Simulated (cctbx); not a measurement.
**Which space group?**

Cell: a = 4.0710 Å, b = 4.0710 Å, c = 4.0710 Å, α = 90.00°, β = 90.00°, γ = 90.00°. Expected content of the cell: Cd1 Pd3 C1.

Simulated single-crystal data (cctbx): synchrotron X-rays, λ = 0.4959 Å, to d = 0.84 Å, 50 % of the full sphere, strongest reflection 40000 counts, noise from counting, a 6 % proportional error and a noise floor of 4 counts (s.d.); no absorption.

A first pass over the reflections prints:

```text
215 reflections to d = 0.868 A
centring   violations  <I/sigma> of those
    A         52 of   105      4.3
    B         62 of   112      4.6
    C         54 of   103      4.5
    I         33 of   104      6.3
    R        106 of   157      7.8
    F         84 of   160      4.5
Laue class    unique    Rint  (classes that these axes allow; Friedel mates merged)
P -1              162   0.039
P 1 2/m 1         113   0.033
P 1 1 2/m         113   0.041
P 2/m 1 1         110   0.036
P m m m            76   0.038
P 4/m              65   0.039
P 4/m m m          48   0.040
R -3 :R            76   0.034
R -3 m :R          53   0.034
P m -3             30   0.039
P m -3 m           23   0.039
space group    extra absences  I>4sigma  <I/sigma>
P 4 3 2                 0          0         -  acentric
P -4 3 m                0          0         -  acentric
P m -3 m                0          0         -  centric
Wilson B = 0.40 A^2   <|E^2-1|> = 0.826 (0.968 centric, 0.736 acentric)   E^2>4: 0.0 %
shell (A)         n   <I/sigma>
 4.07 - 1.24     10     17.9
 1.24 - 0.99      5     27.7
 0.99 - 0.87      8     24.0
```

**Question.** What are the lattice type, the Laue class and the likely space group?

Every centring test has many violations, so the lattice is primitive.

Rint stays low (0.033 to 0.041) up to P m -3 m, the highest class in these axes.

3 settings pass the absence test. No glide or screw absences show, which leaves P 4 3 2, P -4 3 m and P m -3 m.

⟨|E²−1|⟩ = 0.826 lies between the two ideal values. The Wilson B of 0.40 Å² means U ≈ 0.0051 Å².

The true group is Pm-3m (no. 221), Laue class m-3m, centrosymmetric. The tables only narrow the choice to the tied entries; cell content, site symmetry and trial solutions must settle it.

This is a model crystal, built by substitution and not relaxed, with assumed displacement parameters.

[Logs are printed without paths, hosts, clocks, repeated set-up lines and the standing remarks that a program may print on its own settings, such as how far it seeks lower states.]
